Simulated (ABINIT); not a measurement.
# KBr (Fm-3m): G0W0 with ABINIT, start to end, part 2 of 3

How does a plane-wave GW calculation on KBr (Fm-3m) run from the first input to the gap?

ABINIT 10.8.3; LDA and many-body steps on it, plane waves. Known limits of the many-body steps: not at the basis limit; no spin-orbit coupling.

So far. Step 2 (Ground state): The gap is direct, at Γ.

## (3) Bands along the symmetry lines

Level of this step: DFT, LDA, plane waves, norm-conserving pseudopotentials (ABINIT).

Levels along a band path, at the cheap level, show where the edges lie and whether the meshes to come will hold them.

run.abi reads:

```
acell 3*1.0 Angstrom
rprim 
  0.000000000000 3.300000000000 3.300000000000
  3.300000000000 0.000000000000 3.300000000000
  3.300000000000 3.300000000000 0.000000000000
ntypat 2
znucl 19 35
natom 2
typat 1 2
xred 
  0.000000000000 0.000000000000 0.000000000000
  0.500000000000 0.500000000000 0.500000000000
pp_dirpath "pseudos"
pseudos "K.upf, Br.upf"
ecut 32
iscf -2
irdden 1
kptopt 0
nkpt 50
kpt 
  0.00000000 0.00000000 0.00000000
  0.06250000 0.00000000 0.06250000
  0.12500000 0.00000000 0.12500000
  0.18750000 0.00000000 0.18750000
  0.25000000 0.00000000 0.25000000
  0.31250000 0.00000000 0.31250000
  0.37500000 0.00000000 0.37500000
  0.43750000 0.00000000 0.43750000
  0.50000000 0.00000000 0.50000000
  0.51562500 0.03125000 0.51562500
  0.53125000 0.06250000 0.53125000
  0.54687500 0.09375000 0.54687500
  0.56250000 0.12500000 0.56250000
  0.57812500 0.15625000 0.57812500
  0.59375000 0.18750000 0.59375000
  0.60937500 0.21875000 0.60937500
  0.62500000 0.25000000 0.62500000
  0.37500000 0.37500000 0.75000000
  0.32812500 0.32812500 0.65625000
  0.28125000 0.28125000 0.56250000
  0.23437500 0.23437500 0.46875000
  0.18750000 0.18750000 0.37500000
  0.14062500 0.14062500 0.28125000
  0.09375000 0.09375000 0.18750000
  0.04687500 0.04687500 0.09375000
  0.00000000 0.00000000 0.00000000
  0.06250000 0.06250000 0.06250000
  0.12500000 0.12500000 0.12500000
  0.18750000 0.18750000 0.18750000
  0.25000000 0.25000000 0.25000000
  0.31250000 0.31250000 0.31250000
  0.37500000 0.37500000 0.37500000
  0.43750000 0.43750000 0.43750000
  0.50000000 0.50000000 0.50000000
  0.50000000 0.46875000 0.53125000
  0.50000000 0.43750000 0.56250000
  0.50000000 0.40625000 0.59375000
  0.50000000 0.37500000 0.62500000
  0.50000000 0.34375000 0.65625000
  0.50000000 0.31250000 0.68750000
  0.50000000 0.28125000 0.71875000
  0.50000000 0.25000000 0.75000000
  0.50000000 0.21875000 0.71875000
  0.50000000 0.18750000 0.68750000
  0.50000000 0.15625000 0.65625000
  0.50000000 0.12500000 0.62500000
  0.50000000 0.09375000 0.59375000
  0.50000000 0.06250000 0.56250000
  0.50000000 0.03125000 0.53125000
  0.50000000 0.00000000 0.50000000
istwfk *1
nband 15
nbdbuf 2
tolwfr 1e-08
nstep 40
prtwf 0
prtvol 0
indata_prefix "in"
outdata_prefix "out"
tmpdata_prefix "tmp"
```

Command:

```sh
$ OMP_NUM_THREADS=1 mpirun -n 4 abinit run.abi > log
```

Numbers of over 12 decimals in the logs are rounded to 6 here.

Output:

```text
.Version 10.8.3 of ABINIT. v10.8.2 released Aug 2026.

 Symmetries : space group Fm -3 m (#225); Bravais cF (face-center cubic)
[... echo of the input left out ...]
== DATASET  1 ==================================================================
-   mpi_nproc: 4, omp_nthreads: 1 (-1 if OMP is not activated)

--- !DatasetInfo
iteration_state: {dtset: 1, }
dimensions: {natom: 2, nkpt: 50, mband: 15, nsppol: 1, nspinor: 1, nspden: 1, mpw: 4279, }
cutoff_energies: {ecut:  32.0, pawecutdg:  -1.0, }
electrons: {nelect:   1.60000000E+01, charge:   0.00000000E+00, occopt:   1.00000000E+00, tsmear:   1.00000000E-02, }

 Real(R)+Recip(G) space primitive vectors, cartesian coordinates (Bohr,Bohr^-1):
 R(1)=  0.0000000  6.2360962  6.2360962  G(1)= -0.0801784  0.0801784  0.0801784
 R(2)=  6.2360962  0.0000000  6.2360962  G(2)=  0.0801784 -0.0801784  0.0801784
 R(3)=  6.2360962  6.2360962  0.0000000  G(3)=  0.0801784  0.0801784 -0.0801784
 Unit cell volume ucvol=  4.8502979E+02 bohr^3
 Angles (23,13,12)=  6.00000000E+01  6.00000000E+01  6.00000000E+01 degrees

 getcut: wavevector=  0.0000  0.0000  0.0000  ngfft=  48  48  48
         ecut(hartree)=     32.000   => boxcut(ratio)=   2.13734

--- Pseudopotential description ------------------------------------------------
- K Generated using ONCVPSP code by D. R. Hamann
- 19.00000   9.00000  180309                  znucl, zion, pspdat
12 -1012 2 -1 2170                            pspcod,pspxc,lmax,lloc,mmax
     nproj     2     2     2
  pspatm : epsatm=    8.21740868
         --- l  ekb(1:nproj) -->
             0   10.940065    0.829722
             1    4.437415    0.568178
             2   -3.386874   -1.066382
 pspatm: atomic psp has been read  and splines computed

- Br Generated using ONCVPSP code by D. R. Hamann
- 35.00000   7.00000  180309                  znucl, zion, pspdat
12 -1012 2 -1 1084                            pspcod,pspxc,lmax,lloc,mmax
     nproj     2     2     2
  pspatm : epsatm=   10.24179696
         --- l  ekb(1:nproj) -->
[...]
pspatm: atomic psp has been read  and splines computed

--------------------------------------------------------------------------------

================================================================================
 prteigrs : about to open file out_EIG
 Non-SCF case, kpt    1 (  0.00000  0.00000  0.00000), residuals and eigenvalues=
  4.25E-09  7.13E-09  1.96E-09  2.91E-09  6.84E-09  1.87E-09  3.50E-09  4.64E-09
  9.87E-09  5.93E-09  7.32E-09  9.70E-09  6.14E-09  6.00E-09  9.21E-09
 -1.0164E+00 -4.6192E-01 -4.1641E-01 -4.1641E-01 -4.1641E-01 -7.3952E-03
 -7.3952E-03 -7.3952E-03  1.4077E-01  2.6304E-01  2.6304E-01  2.6304E-01
[...]
Non-SCF case, kpt    2 (  0.06250  0.00000  0.06250), residuals and eigenvalues=
  2.21E-09  8.68E-09  4.24E-09  7.78E-09  4.55E-09  3.19E-09  4.36E-09  9.89E-09
[...]
2.35E-09  6.30E-09  3.84E-09  9.41E-09  3.83E-09  4.01E-09  3.67E-09  6.97E-09
  3.71E-09  8.46E-09  7.83E-09  7.94E-09  8.78E-09  9.69E-09  9.22E-06
[...]
Non-SCF case, kpt   49 (  0.50000  0.03125  0.53125), residuals and eigenvalues=
[...]
Non-SCF case, kpt   50 (  0.50000  0.00000  0.50000), residuals and eigenvalues=
[...]
-1.0161E+00 -4.5829E-01 -4.2006E-01 -4.1785E-01 -4.1785E-01 -3.8692E-02
 -1.8311E-02 -1.8311E-02  1.9724E-01  2.4475E-01  3.2841E-01  3.3050E-01
[...]
--- !ResultsGS
iteration_state: {dtset: 1, }
comment   : Summary of ground state results
lattice_vectors:
- [  0.0000000,   6.2360962,   6.2360962, ]
- [  6.2360962,   0.0000000,   6.2360962, ]
- [  6.2360962,   6.2360962,   0.0000000, ]
lattice_lengths: [   8.81917,    8.81917,    8.81917, ]
lattice_angles: [ 60.000,  60.000,  60.000, ] # degrees, (23, 13, 12)
lattice_volume:   4.8502979E+02
convergence: {deltae:  0.000E+00, res2:  0.000E+00, residm:  9.965E-09, diffor:  0.000E+00, }
etotal    :  -4.58317090E+01
entropy   :   0.00000000E+00
fermie    :  -7.39522276E-03
cartesian_stress_tensor: null
pressure_GPa: null
xred      :
- [  0.0000E+00,   0.0000E+00,   0.0000E+00,  K]
- [  5.0000E-01,   5.0000E-01,   5.0000E-01, Br]
cartesian_forces: null
force_length_stats: {min: null, max: null, mean: null, }

 Integrated electronic density in atomic spheres:
 ------------------------------------------------
 Atom  Sphere_radius  Integrated_density
[...]
================================================================================

 ----iterations are completed or convergence reached----

 Mean square residual over all n,k,spin=   61.414E-10; max=  99.652E-10
 reduced coordinates (array xred) for    2 atoms
       0.000000000000      0.000000000000      0.000000000000
       0.500000000000      0.500000000000      0.500000000000

 cartesian coordinates (angstrom) at end:
    1      0.000000     0.000000     0.000000
    2      3.300000     3.300000     3.300000
 length scales=  1.889726125908  1.889726125908  1.889726125908 bohr
              =  1.000000000000  1.000000000000  1.000000000000 angstroms
 prteigrs : about to open file out_EIG
 Eigenvalues (hartree) for nkpt=  50  k points:
 kpt#   1, nband= 15, wtk=  1.00000, kpt=  0.0000  0.0000  0.0000 (reduced coord)
[...]
kpt#   2, nband= 15, wtk=  1.00000, kpt=  0.0625  0.0000  0.0625 (reduced coord)
[...]
kpt#   3, nband= 15, wtk=  1.00000, kpt=  0.1250  0.0000  0.1250 (reduced coord)
[...]
kpt#  49, nband= 15, wtk=  1.00000, kpt=  0.5000  0.0313  0.5313 (reduced coord)
  -1.01615   -0.45842   -0.42004   -0.41787   -0.41767   -0.03855   -0.01871   -0.01858
   0.19826    0.24598    0.32641    0.33123    0.33916    0.38045    0.38135
 kpt#  50, nband= 15, wtk=  1.00000, kpt=  0.5000  0.0000  0.5000 (reduced coord)
  -1.01615   -0.45829   -0.42006   -0.41785   -0.41785   -0.03869   -0.01831   -0.01831
   0.19724    0.24475    0.32841    0.33050    0.33989    0.38042    0.38042

== END DATASET(S) ==============================================================
================================================================================

 -outvars: echo values of variables after computation  --------
            nband          15
             nkpt          50
          spgroup         225
 [... the other variables as echoed above ...]

 Calculation completed.
```

Wall time 21 s (4 MPI ranks of Arm Neoverse V1, shared host); peak memory 0.31 GiB.

This step gave:

* gap: 4.032 eV
* k of the valence top: 0, 0, 0
* k of the conduction bottom: 0, 0, 0
* least direct gap: 4.032 eV

The gap is 4.032 eV, as in the run before at this level.

Electronic bands along the path, in eV, zero at the top of the highest filled band; v1 is the highest filled band, c1 the lowest empty one:

```tsv
point	v4	v3	v2	v1	c1	c2	c3	c4
Γ	-11.13	0.00	0.00	0.00	4.03	7.36	7.36	7.36
halfway	-11.06	-0.75	-0.17	-0.17	5.54	6.25	8.66	8.81
X	-11.17	-0.85	-0.30	-0.30	5.57	6.86	9.14	9.19
halfway	-11.14	-0.82	-0.42	-0.31	5.78	7.13	8.78	9.30
U	-11.07	-0.73	-0.68	-0.35	6.30	7.84	8.16	8.91
jump to K	-11.07	-0.73	-0.68	-0.35	6.30	7.84	8.16	8.91
halfway	-11.00	-0.83	-0.26	-0.26	5.80	6.99	8.14	8.66
Γ	-11.13	0.00	0.00	0.00	4.03	7.36	7.36	7.36
halfway	-11.01	-0.72	-0.18	-0.18	5.32	7.21	8.07	8.07
L	-10.91	-1.25	-0.35	-0.35	6.25	7.93	9.52	9.52
halfway	-10.99	-1.02	-0.49	-0.38	6.69	7.51	8.59	9.06
W	-11.05	-0.62	-0.62	-0.57	7.10	7.10	7.96	8.72
halfway	-11.11	-0.79	-0.44	-0.40	6.00	7.33	8.42	9.16
X	-11.17	-0.85	-0.30	-0.30	5.57	6.86	9.14	9.19
```

The electronic bands as a text plot (rows in eV, shown from -8.0 to 8.2 only):

```
    7.9 |+ +++           +++    +++++ ++   ++  +++++++  +++++
    7.2 |++++         +++   +++++++++++++++++++       ++++++ ++++
    6.5 |    +++  ++++    ++++++                 +++++++   ++
    5.9 |     ++++++++++++      +            ++++            ++++
    5.2 |    +                   ++        ++
    4.5 | +++                      +++   ++
    3.8 |+                            +++
    3.2 |
    2.5 |
    1.8 |
    1.1 |
    0.5 |
   -0.2 |************************************************* ******
   -0.9 |    **********************         ***** ***************
   -1.6 |                                        *
   -2.3 |
   -2.9 |
   -3.6 |
   -4.3 |
   -5.0 |
   -5.6 |
   -6.3 |
   -7.0 |
   -7.7 |
         Γ           X  U|K            Γ         L        W     X
```

## (4) Empty states on the mesh, 4×4×4 mesh, 103 bands

The sums over transitions need many empty states on a uniform mesh; this step solves for them.

run.abi reads:

```
acell 3*1.0 Angstrom
rprim 
  0.000000000000 3.300000000000 3.300000000000
  3.300000000000 0.000000000000 3.300000000000
  3.300000000000 3.300000000000 0.000000000000
ntypat 2
znucl 19 35
natom 2
typat 1 2
xred 
  0.000000000000 0.000000000000 0.000000000000
  0.500000000000 0.500000000000 0.500000000000
pp_dirpath "pseudos"
pseudos "K.upf, Br.upf"
ecut 32
ngkpt 4 4 4
nshiftk 1
shiftk 0 0 0
kptopt 1
chksymbreak 0
iscf -2
irdden 1
istwfk *1
nband 103
nbdbuf 8
tolwfr 1e-09
nstep 60
prtvol 0
indata_prefix "in"
outdata_prefix "out"
tmpdata_prefix "tmp"
```

Output:

```text
.Version 10.8.3 of ABINIT. v10.8.2 released Aug 2026.

 Symmetries : space group Fm -3 m (#225); Bravais cF (face-center cubic)
[... echo of the input left out ...]
== DATASET  1 ==================================================================
-   mpi_nproc: 4, omp_nthreads: 1 (-1 if OMP is not activated)

--- !DatasetInfo
iteration_state: {dtset: 1, }
dimensions: {natom: 2, nkpt: 8, mband: 103, nsppol: 1, nspinor: 1, nspden: 1, mpw: 4279, }
cutoff_energies: {ecut:  32.0, pawecutdg:  -1.0, }
electrons: {nelect:   1.60000000E+01, charge:   0.00000000E+00, occopt:   1.00000000E+00, tsmear:   1.00000000E-02, }

 Real(R)+Recip(G) space primitive vectors, cartesian coordinates (Bohr,Bohr^-1):
 R(1)=  0.0000000  6.2360962  6.2360962  G(1)= -0.0801784  0.0801784  0.0801784
 R(2)=  6.2360962  0.0000000  6.2360962  G(2)=  0.0801784 -0.0801784  0.0801784
 R(3)=  6.2360962  6.2360962  0.0000000  G(3)=  0.0801784  0.0801784 -0.0801784
 Unit cell volume ucvol=  4.8502979E+02 bohr^3
 Angles (23,13,12)=  6.00000000E+01  6.00000000E+01  6.00000000E+01 degrees

 getcut: wavevector=  0.0000  0.0000  0.0000  ngfft=  48  48  48
         ecut(hartree)=     32.000   => boxcut(ratio)=   2.13734

--- Pseudopotential description ------------------------------------------------
- K Generated using ONCVPSP code by D. R. Hamann
- 19.00000   9.00000  180309                  znucl, zion, pspdat
12 -1012 2 -1 2170                            pspcod,pspxc,lmax,lloc,mmax
     nproj     2     2     2
  pspatm : epsatm=    8.21740868
         --- l  ekb(1:nproj) -->
             0   10.940065    0.829722
             1    4.437415    0.568178
             2   -3.386874   -1.066382
 pspatm: atomic psp has been read  and splines computed

- Br Generated using ONCVPSP code by D. R. Hamann
- 35.00000   7.00000  180309                  znucl, zion, pspdat
12 -1012 2 -1 1084                            pspcod,pspxc,lmax,lloc,mmax
     nproj     2     2     2
  pspatm : epsatm=   10.24179696
         --- l  ekb(1:nproj) -->
[...]
pspatm: atomic psp has been read  and splines computed

--------------------------------------------------------------------------------

================================================================================
 prteigrs : about to open file out_EIG
 Non-SCF case, kpt    1 (  0.00000  0.00000  0.00000), residuals and eigenvalues=
  3.19E-10  6.84E-10  2.08E-10  2.44E-10  3.24E-10  1.73E-10  4.26E-10  7.18E-10
  3.75E-10  2.27E-10  4.64E-10  8.82E-10  1.34E-10  2.23E-10  3.20E-10  2.28E-10
  2.23E-10  4.80E-10  8.87E-11  5.64E-10  6.80E-10  5.72E-10  8.29E-10  9.40E-10
[...]
1.57E-07  2.62E-07  2.02E-07  4.28E-06  2.74E-05  1.24E-06  3.00E-06
 -1.0164E+00 -4.6192E-01 -4.1641E-01 -4.1641E-01 -4.1641E-01 -7.3952E-03
 -7.3952E-03 -7.3952E-03  1.4077E-01  2.6304E-01  2.6304E-01  2.6304E-01
  2.9506E-01  2.9506E-01  4.0387E-01  5.4041E-01  5.4041E-01  5.4041E-01
[...]
2.2946E+00  2.2946E+00  2.3030E+00  2.3030E+00  2.3030E+00  2.3327E+00
  2.3327E+00  2.3327E+00  2.3542E+00  2.3542E+00  2.3544E+00  2.3727E+00
  2.3728E+00
 prteigrs : prtvol=0 or 1, do not print more k-points.

--- !ResultsGS
iteration_state: {dtset: 1, }
comment   : Summary of ground state results
lattice_vectors:
- [  0.0000000,   6.2360962,   6.2360962, ]
- [  6.2360962,   0.0000000,   6.2360962, ]
- [  6.2360962,   6.2360962,   0.0000000, ]
lattice_lengths: [   8.81917,    8.81917,    8.81917, ]
lattice_angles: [ 60.000,  60.000,  60.000, ] # degrees, (23, 13, 12)
lattice_volume:   4.8502979E+02
convergence: {deltae:  0.000E+00, res2:  0.000E+00, residm:  9.983E-10, diffor:  0.000E+00, }
etotal    :  -4.58317090E+01
entropy   :   0.00000000E+00
fermie    :  -7.39522276E-03
cartesian_stress_tensor: null
pressure_GPa: null
xred      :
- [  0.0000E+00,   0.0000E+00,   0.0000E+00,  K]
- [  5.0000E-01,   5.0000E-01,   5.0000E-01, Br]
cartesian_forces: null
force_length_stats: {min: null, max: null, mean: null, }

 Integrated electronic density in atomic spheres:
 ------------------------------------------------
 Atom  Sphere_radius  Integrated_density
[...]
================================================================================

 ----iterations are completed or convergence reached----

 Mean square residual over all n,k,spin=   48.211E-11; max=  99.834E-11
 reduced coordinates (array xred) for    2 atoms
       0.000000000000      0.000000000000      0.000000000000
       0.500000000000      0.500000000000      0.500000000000

 cartesian coordinates (angstrom) at end:
    1      0.000000     0.000000     0.000000
    2      3.300000     3.300000     3.300000
 length scales=  1.889726125908  1.889726125908  1.889726125908 bohr
              =  1.000000000000  1.000000000000  1.000000000000 angstroms
 prteigrs : about to open file out_EIG
 Eigenvalues (hartree) for nkpt=   8  k points:
 kpt#   1, nband=103, wtk=  0.01563, kpt=  0.0000  0.0000  0.0000 (reduced coord)
[...]
2.16083    2.16083    2.16083    2.17096    2.17096    2.17096    2.17650    2.17650
   2.18728    2.29459    2.29459    2.29459    2.30301    2.30301    2.30301    2.33268
   2.33268    2.33268    2.35419    2.35422    2.35440    2.37269    2.37280
 prteigrs : prtvol=0 or 1, do not print more k-points.

== END DATASET(S) ==============================================================
================================================================================

 -outvars: echo values of variables after computation  --------
            nband         103
             nkpt           8
          spgroup         225
 [... the other variables as echoed above ...]

 Calculation completed.
```

The job ended after 31 s (4 MPI ranks; peak memory 0.33 GiB; 2.1 min of CPU time).

Numbers from this step:

- gap: 4.032 eV
- k of the valence top: 0, 0, 0
- k of the conduction bottom: 0, 0, 0
- least direct gap: 4.032 eV
- k points computed: 8
- lowest point of the top converged band, above the valence top: 60.5981 eV

On this mesh the gap is 4.032 eV.

## (5) Screening, 4×4×4 mesh, 95 bands, screening to 130.6 eV

The RPA dielectric matrix is built and inverted for each q.

This step: RPA screening on LDA, plane waves, norm-conserving pseudopotentials.

Edit run.abi of step 4 so:

```diff
@@ -20,10 +20,11 @@
 chksymbreak 0
-iscf -2
-irdden 1
 istwfk *1
-nband 103
-nbdbuf 8
-tolwfr 1e-09
-nstep 60
-prtvol 0
+occopt 1
+irdwfk 1
+optdriver 3
+nband 95
+ecuteps 4.8
+inclvkb 2
+awtr 1
+symchi 1
 indata_prefix "in"
```

Output:

```text
.Version 10.8.3 of ABINIT. v10.8.2 released Aug 2026.

 Symmetries : space group Fm -3 m (#225); Bravais cF (face-center cubic)
[... echo of the input left out ...]
== DATASET  1 ==================================================================
-   mpi_nproc: 4, omp_nthreads: 1 (-1 if OMP is not activated)

--- !DatasetInfo
iteration_state: {dtset: 1, }
dimensions: {natom: 2, nkpt: 8, mband: 95, nsppol: 1, nspinor: 1, nspden: 1, mpw: 4279, }
cutoff_energies: {ecut:  32.0, pawecutdg:  -1.0, }
electrons: {nelect:   1.60000000E+01, charge:   0.00000000E+00, occopt:   1.00000000E+00, tsmear:   1.00000000E-02, }

 SCREENING: Calculation of the susceptibility and dielectric matrices

 Based on a program developped by R.W. Godby, V. Olevano, G. Onida, and L. Reining.
 Incorporated in ABINIT by V. Olevano, G.-M. Rignanese, and M. Torrent.
.Using double precision arithmetic ; gwpc =  8

[... cell and pseudopotentials left out ...]
--------------------------------------------------------------------------------

 ==== K-mesh for the wavefunctions ====
 Number of points in the irreducible wedge :     8
[... list of points left out ...]
 Together with 48 symmetry operations and time-reversal symmetry
 yields    64 points in the full Brillouin Zone.

 ==== Q-mesh for the screening function ====
 Number of points in the irreducible wedge :     8
[... list of points left out ...]
 Together with 48 symmetry operations and time-reversal symmetry
 yields    64 points in the full Brillouin Zone.

 setmesh: FFT mesh size selected  =    32x   32x   32
          total number of points  =        32768

 vcoul_init : cutoff-mode = AUXILIARY_FUNCTION
 q-points for optical limit:   1
     1)      0.000010    0.000020    0.000030

- screening: taking advantage of time-reversal symmetry
- Maximum band index for partially occupied states nbvw = 8
- Remaining bands to be divided among processors   nbcw = 87
- Number of bands treated by each node ~21

 Number of electrons calculated from density =   16.0000; Expected =   16.0000
 average of density, n =  0.032988
 r_s =    1.9343
 omega_plasma =   17.5199 [eV]

 calculating chi0 at frequencies [eV] :
  1    0.000000E+00    0.000000E+00
  2    0.000000E+00    1.751989E+01

--------------------------------------------------------------------------------
  q-point number  1        q = ( 0.000000, 0.000000, 0.000000) [r.l.u.]
--------------------------------------------------------------------------------
[... chi0 elements left out ...]
 For q-point:  0.000010 0.000020 0.000030
  dielectric constant =   2.4994
  dielectric constant without local fields =   2.9940

  Average fulfillment of the sum rule on Im[epsilon] for q-point    1 :     72.84  [%]
[... wings left out ...]
  q-point number  2        q = ( 0.250000, 0.000000, 0.000000) [r.l.u.]
--------------------------------------------------------------------------------
[... chi0 elements left out ...]
  Average fulfillment of the sum rule on Im[epsilon] for q-point    2 :     82.22  [%]

 [... 6 further q-points ...]
```

Run time: 22 s. Hardware: 4 MPI ranks; peak memory 0.93 GiB.

This step gave:

* ε∞ with local fields, on this mesh, along the program's q direction: 2.499
* the same without local fields: 2.994
* plasma frequency: 17.52 eV
* plane waves in the screening matrix: 259

Local fields lower ε∞ by 17 %.

(Part 2 of 3 ends here.)

[Paths, hosts, dates, memory and timing lines, banners, echoed tables and standing remarks are left out of the program output.]

[Logs are printed without paths, hosts, clocks, repeated set-up lines and the standing remarks that a program may print on its own settings, such as how far it seeks lower states.]

[Runs of the session that timed out or met a known fault of the program may be left out.]

[Hosts, paths, dates, database ids (printed as entryN), source tags and the programs' standing remarks are cut or masked in the printed files.]

[G0W0 gaps are taken among the corrected bands and points alone; a level outside them can change the order at an edge.]

[Where Ansatz stands beside ABINIT at settings called matched, ABINIT's density can come from a denser mesh and the files from another edition; pairs whose starting gaps differed by over 0.03 eV were left out, so agreement reads better than it is.]
